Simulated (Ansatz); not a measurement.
## ZnS (F-43m): converging a phonon calculation

How do the frequencies of ZnS (F-43m) move with q mesh, k mesh and cutoff?

Method: DFT PBE, scalar-relativistic, plane waves, PAW, in Ansatz 0.2.0.

The database entry behind the starting cell differs from later determinations by our own check (about 0.1 % short), so it need not match the best structure at ambient conditions.

### 1. The structure

It takes space group F-43m (No. 216, cubic). Conventional cell: a = 5.443 Å, b = 5.443 Å, c = 5.443 Å, α = 90.00°, β = 90.00°, γ = 90.00°. Zn has 4 S at 2.36 Å nearest. Nearest to S lie 4 Zn at 2.36 Å. Farther neighbours and most contacts between anions are not listed.

### 2. Tight relaxation

Phonons need a cell at rest on their own settings, so the relaxation is repeated with tight tolerances on forces and stress, using the mesh and the filling of the phonon run that follows.

The input, input.yaml:

```yaml
crystal:
  lattice:
    - [0.0, 2.7214810285, 2.7214810285]
    - [2.7214810285, 0.0, 2.7214810285]
    - [2.7214810285, 2.7214810285, 0.0]
  atoms:
    - { symbol: Zn, position: [0.25, 0.25, 0.25] }
    - { symbol: S, position: [0.0, 0.0, 0.0] }
kpoints:
  mp_grid: { grid: [12, 12, 12] }
hamiltonian:
  xc: pbe
scf:
  occupations: { method: fixed }
output:
  forces: true
  stress: true
  eigenvalues: true
relax:
  adjacent_minimum: "off"
  f_tol: 0.001
  max_steps: 60
  cell: { stress_tol: 0.01 }
```

On the command line:

```console
$ ansatz run input.yaml --threads 4 --pin off --max-ram 7168MiB --backend cpu --events-out ev --progress --plain --runs-dir out
```

Numbers of over 12 decimals in the logs are rounded to 6 here.

The log of the run:

```text
Engine: ansatz 0.2.0, aarch64-unknown-linux-gnu
Pseudopotentials: kind: paw
Pseudopotential: Zn, paw, valence charge 12, recommended cutoff 420 eV (normal), Zn.paw.azcp
Pseudopotential: S, paw, valence charge 6, recommended cutoff 420 eV (normal), S.paw.azcp
Functional definition: PBE
  parameter kappa = 0.804
  parameter beta = 0.066725
  exchange = pbe_x(kappa = kappa, mu = beta*pi^2/3)
[...]
--- Relaxed structure (3 steps of the walk, 3 accepted, 1 SCFs on fresh bases) ---
  F+E_penalty+E_count = -4222.73446028 eV   max|allowed force component| = 3.701e-17 eV/Å   (the final SCF, on the basis selected at the relaxed cell)
  cell:  # Å, volume = 40.3272 Å³
    - [0, 2.721799, 2.721799]
    - [2.721799, 0, 2.721799]
    - [2.721799, 2.721799, 0]
  atoms:
    - { symbol: Zn, position: [0.25, 0.25, 0.25] }
    - { symbol: S, position: [0, 0, 0] }
[key lines of the parts left out:]
SCF converged after 5 iterations
Free energy (F): -4222.734460 eV
Fermi energy:    5.505238 eV
P = ⅓ Tr σ = -0.0001 GPa (-0.001 kbar)
```

Run time: 4.9 s. Hardware: 4 threads of Arm Neoverse V2, shared host; peak memory 0.36 GiB.

Little changed from the start: no atom moved by 0.005 Å and no cell edge by 0.1 %.

Numbers from this step:

```
pressure           : -1.47e-4 GPa
gap on the k-mesh  : 2.015 eV
volume per atom    : 20.16 Å³
direct gap on mesh : 2.015 eV
```

The forces vanish by symmetry and the pressure is 0.000 GPa, within the tolerances set. The cell now holds 20.16 Å³/atom.

### 3. The dispersion

Stability and thermal properties need the whole zone. Linear response on a 4×4×4 q mesh gives force constants as far as a supercell of that size would, and the tensors from the zone-centre run are typed in so that the long-range dipole term is interpolated apart.

The input, input.yaml:

```yaml
crystal:
  lattice:
    - [0.0, 2.7217991408, 2.7217991408]
    - [2.7217991408, 0.0, 2.7217991408]
    - [2.7217991408, 2.7217991408, 0.0]
  atoms:
    - { symbol: Zn, position: [0.25, 0.25, 0.25] }
    - { symbol: S, position: [0.0, 0.0, 0.0] }
kpoints:
  mp_grid: { grid: [12, 12, 12] }
hamiltonian:
  xc: pbe
scf:
  occupations: { method: fixed }
output:
  eigenvalues: true
phonons:
  method: dfpt
  qmesh: [4, 4, 4]
  temperatures: { t_max: 1000, t_step: 50 }
  qpath:
    path:
      - [[0.0, 0.0, 0.0], [-0.5, -0.5, 0.0], [-0.375, -0.375, 0.25]]
      - [[-0.375, 0.0, 0.375], [0.0, 0.0, 0.0], [0.0, 0.0, 0.5], [-0.5, -0.25, 0.25], [-0.5, -0.5, 0.0]]
    npoints: 10
  non_analytic_term:
    high_frequency_dielectric_tensor: [[5.9479, 0.0, 0.0], [0.0, 5.9479, 0.0], [0.0, 0.0, 5.9479]]
    born_effective_charges:
      - { species: Zn, tensor: [[2.0236, 0.0, 0.0], [0.0, 2.0236, 0.0], [0.0, 0.0, 2.0236]] }
      - { species: S, tensor: [[-2.0236, 0.0, 0.0], [0.0, -2.0236, 0.0], [0.0, 0.0, -2.0236]] }
    source: "zone-centre run at this cell"
```

The log of the run:

```text
Warning: phonons: the dynamical matrix that this run interpolates holds no multipole term above the dipole-dipole one, and a site of this crystal is no centre of inversion, so its interpolated transverse optical and acoustic branches and sound speeds can stay off near Gamma, and the density of states and the thermodynamics with them. What a run solves at a wave vector of phonons.qpoints, Gamma apart, where the deck admits one, is free of this, and under fd what a larger phonons.supercell samples
[...]
Crystal: 2 atoms, lattice volume = 40.327 Å³
Basis set: ecut = 420 eV, 749 PW (Γ), exchange–correlation on 54×54×54 points (8 copies of the dense FFT grid, shifted against one another)
Bands: 13, of which v1, the nominal top of the filled ones, is band 9 counted from 1 (8 counted from 0)
Symmetry: 24 space group operations
k-points: 72 of 1728 (time reversal used)
[...]
SCF iter   1: F=—  HF=-4222.734245 eV  |F-HF|=—  |Δ(HF+E_count)|=         —  Δρ=6.10e-4  dr2=2.08e-4  ethr=1.77e-3  ⟨swp⟩=4.8  Hψ=4886  notcnv=0  defer=134
[...]
SCF iter   8: F=-4222.734460 eV  HF=-4222.734460 eV  |F-HF|=2.73e-12  |Δ(HF+E_count)|=  1.82e-12  Δρ=1.13e-7  dr2=3.98e-12  ethr=1.00e-12  ⟨swp⟩=7.2  Hψ=5203  notcnv=0
SCF 1 converged in 8 iterations: F = -4222.734460 eV  dr2 = 3.98e-12
[...]
NSCF: frozen V_eff on 72 k-points
[...]
DFPT response loops at q = (0, 0, 0) (fractional): preconditioner auto → none (the input reference at scf.mixing.eps_inf says where Resta's filter doesn't serve); β = 0.50; Broyden in place of MSR1
[...]
SCF converged after 8 iterations
Free energy (F): -4222.734460 eV
[...]
Internal energy: -4222.734460 eV  (E = F + TS)
E sigma→0 (E₀):  -4222.734460 eV
Fermi energy:    5.505237 eV
[...]
--- Band table (eV; the first three rows and the last of 72) ---
  k-point 0: bands = [... 5 lower, -0.2716, 5.5052, 5.5052, 5.5052, 7.5202, 11.8900, 11.8900, 11.8900]
  k-point 1: bands = [... 5 lower, -0.2726, 4.9223, 5.4392, 5.4392, 7.9890, 11.8110, 12.0075, 12.0075]
  k-point 2: bands = [... 5 lower, -0.2734, 3.8474, 5.2687, 5.2687, 8.6376, 11.8472, 12.2786, 12.2786]
  k-point 71: bands = [... 5 lower, 0.1066, 1.0211, 2.8619, 2.8763, 11.2008, 11.4307, 13.3102, 13.7089]
--- Phonons (Γ-DFPT): 2 representative perturbations + reference (Σ response iterations 6) ---
  ASR residual: 5.274e-5 → 0.000e0 eV/Å²; symmetrization residual: 7.064e-7 eV/Å²
  ASR residual per site (eV/Å²): 1.82e-5 5.27e-5
  Γ frequencies (cm⁻¹): 0.00 0.00 0.00 260.02 260.02 260.02
--- Phonons (arbitrary-q DFPT): 8 irreducible q on the 4×4×4 mesh ---
  q = [0.0000, 0.0000, 0.0000] (star 1, of the zone-centre solve; hermiticity 2.64e-7, symmetrization 2.22e-13): 0.00 0.00 0.00 260.02 260.02 260.02
  q = [0.0000, 0.0000, 0.2500] (star 8, 2 solved perturbations on 936 of 1728 k-point pairs; hermiticity 1.01e-7, symmetrization 5.87e-13): 56.18 56.18 135.51 267.16 267.16 322.95
[...]
q = [0.0000, 0.2500, 0.2500] (star 6, 4 solved perturbations in 1608 linear systems a pass and spin channel, the states on 510 of 1728 k-point pairs; hermiticity 1.31e-7, symmetrization 4.36e-13): 76.31 76.31 138.41 277.25 277.25 321.15
[...]
sum rule: each row above includes the acoustic sum rule's correction from the zone centre's row sums; it moved no ω² by more than (0.67 cm⁻¹)²
  mesh force constants: q→R imaginary residual 1.51e-18; ASR residual 5.274e-5 → 0.000e0 eV/Å²; symmetrization residual 5.329e-15 eV/Å²
  interpolated dispersion: 63 rows × 6 modes
  density of states and harmonic sums: on the 20×20×20 q-mesh, interpolated from the force constants of a 4×4×4 supercell (with the dipole–dipole term of supplied tensors)
  largest difference from the sums on the solved wave vectors: F 1.08e-2 eV, S 1.48e-5 and C_V 4.00e-6 eV/K
  zero-point energy: 0.075882 eV/cell   skipped modes (ω ≤ 0): 3   left out of the sums: 6.25e-5 of the cell's modes: C_V's classical limit lies that fraction below 3 k_B per atom; for a crystal, a wire or a layer, F and S can be off by more, and a phonons.interpolated_qmesh denser along its periods is the remedy for the sampling
```

Run time: 3.1 min. Hardware: 4 threads; peak memory 2.1 GiB; 12 min of CPU time.

Reading the cycles: dr2 is the Hartree energy of the density residual (eV), the measure of convergence; HF is the Harris–Foulkes estimate of the energy, which meets the free energy F at convergence.

This step gave:

- sum-rule residual before enforcement: 5.27e-5 eV/Å²
- lowest frequency on the path: 0 cm⁻¹
- point group: -43m
- highest frequency on the path or at a solved wavevector: 326.6 cm⁻¹
- mean frequency: 204 cm⁻¹
- Debye temperature (second moment): 419 K
- logarithmic mean frequency: 176.1 cm⁻¹
- highest optical mode at the zone centre (no LO-TO term): 260.0 cm⁻¹
- lowest optical zone-centre mode: 260.0 cm⁻¹
- lowest mode on the q mesh (acoustic modes at Γ apart): 56.18 cm⁻¹
- zero-point energy per atom: 37.94 meV
- heat capacity at 300 K: 22.71 J/(mol atoms K)
- vibrational entropy at 300 K: 30.32 J/(mol atoms K)
- edges of the widest gap between branches, on path and mesh: 204.1, 260 cm⁻¹

Frequencies (cm⁻¹) solved at each irreducible wavevector; negative means imaginary. Frequencies by wavevector, by row:

```tsv
q in reciprocal lattice units	star	mode 1	mode 2	mode 3	mode 4	mode 5	mode 6
0 0 0	1	0	0	0	260	260	260
0 0 0.25	8	56.2	56.2	135.5	267.2	267.2	322.9
0 0 -0.5	4	70.9	70.9	189.1	273.7	273.7	319.8
0 0.25 0.25	6	76.3	76.3	138.4	277.2	277.2	321.1
0 0.25 -0.5	24	85.1	105.4	179.5	283.8	290.4	318.1
0 0.25 -0.25	12	77.2	105.8	164.8	274.2	290.1	320.2
0 -0.5 -0.5	3	89.8	89.8	204.1	293.2	293.2	309.2
0.25 -0.5 -0.25	6	99.3	115.6	184	287.4	296.8	318.7
```

Interpolated from a 4×4×4 q mesh, with the LO-TO term (at Γ the limit along the path; where Γ stands inside the path, tables give the limit on arrival). The phonon branches at the labelled points (cm⁻¹):

```tsv
point	branch 1	branch 2	branch 3	branch 4	branch 5	branch 6
Γ	0	0	0	260	260	327
halfway	76	76	138	277	277	321
X	90	90	204	293	293	309
halfway	89	98	200	292	293	313
U	88	109	190	287	293	319
jump to K	88	109	190	287	293	319
halfway	63	92	142	269	282	319
Γ	0	0	0	260	260	327
halfway	56	56	136	267	267	323
L	71	71	189	274	274	320
halfway	86	104	180	281	289	320
W	99	116	184	287	297	319
halfway	94	102	195	289	295	315
X	90	90	204	293	293	309
```

The phonon branches as a text plot (rows in cm⁻¹):

```
    320 |***********   ****************************************
    306 |           ***                                        **
    293 |        ***************                      ***********
    279 |      **          **** **             **********
    265 |******                ****************
    252 |
    238 |
    225 |
    211 |
    197 |         ********                                   ****
    184 |                 ***                  **************
    170 |        *           **               *
    156 |       *              *             *
    143 |      *                *
    129 |                        *          *
    116 |    **           ***              *            *****
    102 |              ***   ***  **                 *** ******
     88 |   *   *************   *         *         * ***     ***
     75 |      *             *** *  *          *******
     61 |  * **                 * **     *  ***
     48 |   *                    *  *      *
     34 | **                      ** *  * *
     20 | *                         **   *
      7 |*                           ****
         Γ           X  U|K            Γ         L        W     X
```

Symmetry leaves 8 wavevectors to solve. The lowest mode among them, the acoustic zeros apart, lies at q = (0, 0, 0.25) and is real, 56.2 cm⁻¹.

### 4. Another q mesh, q mesh 2×2×2

The q mesh is changed to 2×2×2, to see how far the force constants must reach.

Edit input.yaml of step 3 so:

```diff
@@ -18,3 +18,3 @@
   method: dfpt
-  qmesh: [4, 4, 4]
+  qmesh: [2, 2, 2]
   temperatures: { t_max: 1000, t_step: 50 }
```

The log of the run:

```text
[...]
Crystal: 2 atoms, lattice volume = 40.327 Å³
Basis set: ecut = 420 eV, 749 PW (Γ), exchange–correlation on 54×54×54 points (8 copies of the dense FFT grid, shifted against one another)
Bands: 13, of which v1, the nominal top of the filled ones, is band 9 counted from 1 (8 counted from 0)
Symmetry: 24 space group operations
k-points: 72 of 1728 (time reversal used)
[...]
SCF iter   1: F=—  HF=-4222.734245 eV  |F-HF|=—  |Δ(HF+E_count)|=         —  Δρ=6.10e-4  dr2=2.08e-4  ethr=1.77e-3  ⟨swp⟩=4.8  Hψ=4886  notcnv=0  defer=134
[...]
SCF iter   8: F=-4222.734460 eV  HF=-4222.734460 eV  |F-HF|=2.73e-12  |Δ(HF+E_count)|=  1.82e-12  Δρ=1.13e-7  dr2=3.98e-12  ethr=1.00e-12  ⟨swp⟩=7.2  Hψ=5203  notcnv=0
SCF 1 converged in 8 iterations: F = -4222.734460 eV  dr2 = 3.98e-12
[...]
SCF converged after 8 iterations
Free energy (F): -4222.734460 eV
[...]
Internal energy: -4222.734460 eV  (E = F + TS)
E sigma→0 (E₀):  -4222.734460 eV
Fermi energy:    5.505237 eV
[...]
--- Band table (eV; the first three rows and the last of 72) ---
  k-point 0: bands = [... 5 lower, -0.2716, 5.5052, 5.5052, 5.5052, 7.5202, 11.8900, 11.8900, 11.8900]
  k-point 1: bands = [... 5 lower, -0.2726, 4.9223, 5.4392, 5.4392, 7.9890, 11.8110, 12.0075, 12.0075]
  k-point 2: bands = [... 5 lower, -0.2734, 3.8474, 5.2687, 5.2687, 8.6376, 11.8472, 12.2786, 12.2786]
  k-point 71: bands = [... 5 lower, 0.1066, 1.0211, 2.8619, 2.8763, 11.2008, 11.4307, 13.3102, 13.7089]
[...]
ASR residual: 5.274e-5 → 0.000e0 eV/Å²; symmetrization residual: 7.064e-7 eV/Å²
  ASR residual per site (eV/Å²): 1.82e-5 5.27e-5
  Γ frequencies (cm⁻¹): 0.00 0.00 0.00 260.02 260.02 260.02
--- Phonons (arbitrary-q DFPT): 3 irreducible q on the 2×2×2 mesh ---
[...]
interpolated dispersion: 63 rows × 6 modes
[...]
```

The job ended after 29 s (4 threads; peak memory 0.85 GiB; 1.9 min of CPU time).

Numbers from this step:

```yaml
mean_frequency: 202.9 cm⁻¹
debye_temperature_second_moment: 416 K
logarithmic_mean_frequency: 175.2 cm⁻¹
lowest_mode_on_the_q_mesh_acoustic_modes_at_gamma_apart: 70.86 cm⁻¹
zero_point_energy_per_atom: 37.74 meV
heat_capacity_at_300_k: 22.74 J/(mol atoms K)
vibrational_entropy_at_300_k: 30.43 J/(mol atoms K)
```

Frequencies (cm⁻¹) solved at each irreducible wavevector; negative means imaginary. Frequencies by wavevector, by row:

```tsv
q in reciprocal lattice units	star	mode 1	mode 2	mode 3	mode 4	mode 5	mode 6
0 0 0	1	0	0	0	260	260	260
0 0 -0.5	4	70.9	70.9	189.1	273.7	273.7	319.8
0 -0.5 -0.5	3	89.8	89.8	204.1	293.2	293.2	309.2
```

Interpolated from a 2×2×2 q mesh, rough between the solved points, with the LO-TO term (at Γ the limit along the path; where Γ stands inside the path, tables give the limit on arrival). The phonon branches at the labelled points (cm⁻¹):

```tsv
point	branch 1	branch 2	branch 3	branch 4	branch 5	branch 6
Γ	0	0	0	260	260	327
halfway	68	68	141	275	275	319
X	90	90	204	293	293	309
halfway	89	103	198	292	294	308
U	86	128	183	288	294	308
jump to K	86	128	183	288	294	308
halfway	59	97	138	269	278	316
Γ	0	0	0	260	260	327
halfway	52	52	137	267	267	322
L	71	71	189	274	274	320
halfway	83	118	177	281	285	313
W	102	132	175	289	296	306
halfway	96	108	193	291	295	308
X	90	90	204	293	293	309
```

The phonon branches as a text plot (rows in cm⁻¹):

```
    320 |*********             ***********************
    306 |         *************                       ***********
    293 |         *************                        **********
    279 |      ***         ******              *********
    265 |******                 ***************
    252 |
    238 |
    225 |
    211 |
    197 |         *******                                     ***
    184 |        *       **                    ********     **
    170 |                  **                 *        *****
    156 |       *            ***             *
    143 |      *           **   *           *
    129 |                **  **                        *****
    116 |    **         *      * *         *          *     **
    102 |              *        *                    *   ******
     88 |   *    ***********      **      *        ** ***     ***
     75 |       *           ***  *              ******
     61 |  * ***               ** ***    *   ***
     48 |   *                    *  *      **
     34 | **                      ** *  * *
     20 | *                         **   *
      7 |*                           ****
         Γ           X  U|K            Γ         L        W     X
```

The mean frequency is 202.9 cm⁻¹, -1.1 cm⁻¹ against the base run.

The highest branch reaches 327 cm⁻¹ on this path, at Γ. No branch goes imaginary on this path.

### 5. Another q mesh, q mesh 3×3×3

The q mesh is changed to 3×3×3, to see how far the force constants must reach.

Edit input.yaml of step 4 so:

```diff
@@ -18,3 +18,3 @@
   method: dfpt
-  qmesh: [2, 2, 2]
+  qmesh: [3, 3, 3]
   temperatures: { t_max: 1000, t_step: 50 }
```

The log of the run:

```text
[...]
Crystal: 2 atoms, lattice volume = 40.327 Å³
Basis set: ecut = 420 eV, 749 PW (Γ), exchange–correlation on 54×54×54 points (8 copies of the dense FFT grid, shifted against one another)
Bands: 13, of which v1, the nominal top of the filled ones, is band 9 counted from 1 (8 counted from 0)
Symmetry: 24 space group operations
k-points: 72 of 1728 (time reversal used)
[...]
k-point 71: bands = [... 5 lower, 0.1066, 1.0211, 2.8619, 2.8763, 11.2008, 11.4307, 13.3102, 13.7089]
[...]
ASR residual: 5.274e-5 → 0.000e0 eV/Å²; symmetrization residual: 7.064e-7 eV/Å²
  ASR residual per site (eV/Å²): 1.82e-5 5.27e-5
  Γ frequencies (cm⁻¹): 0.00 0.00 0.00 260.02 260.02 260.02
--- Phonons (arbitrary-q DFPT): 4 irreducible q on the 3×3×3 mesh ---
[...]
interpolated dispersion: 63 rows × 6 modes
[...]
[key lines of the parts left out:]
SCF converged after 8 iterations
Free energy (F): -4222.734460 eV
Fermi energy:    5.505237 eV
```

Elapsed: 85 s, on 4 threads; peak memory 1.3 GiB.

Numbers from this step:

- mean frequency: 203.5 cm⁻¹
- Debye temperature (second moment): 419 K
- logarithmic mean frequency: 174.8 cm⁻¹
- lowest mode on the q mesh (acoustic modes at Γ apart): 64.84 cm⁻¹
- zero-point energy per atom: 37.85 meV
- heat capacity at 300 K: 22.72 J/(mol atoms K)
- vibrational entropy at 300 K: 30.50 J/(mol atoms K)
- edges of the widest gap between branches, on path and mesh: 203.6, 260 cm⁻¹

Frequencies (cm⁻¹) solved at each irreducible wavevector; negative means imaginary. Frequencies by wavevector, by row:

```tsv
q in reciprocal lattice units	star	mode 1	mode 2	mode 3	mode 4	mode 5	mode 6
0 0 0	1	0	0	0	260	260	260
0 0 0.3333	8	64.8	64.8	165.1	270.5	270.5	321.2
0 0.3333 0.3333	6	85.1	85.1	172.4	285.4	285.4	316.4
0 0.3333 -0.3333	12	86.6	115.3	181.8	283.2	292.6	320.4
```

The mean frequency is 203.5 cm⁻¹, -0.5 cm⁻¹ against the base run.

(Part 1 of 3 ends here.)

[Logs are printed without paths, hosts, clocks, repeated set-up lines and the standing remarks that a program may print on its own settings, such as how far it seeks lower states.]

[Hosts, paths, dates, database ids (printed as entryN), source tags and the programs' standing remarks are cut or masked in the printed files.]
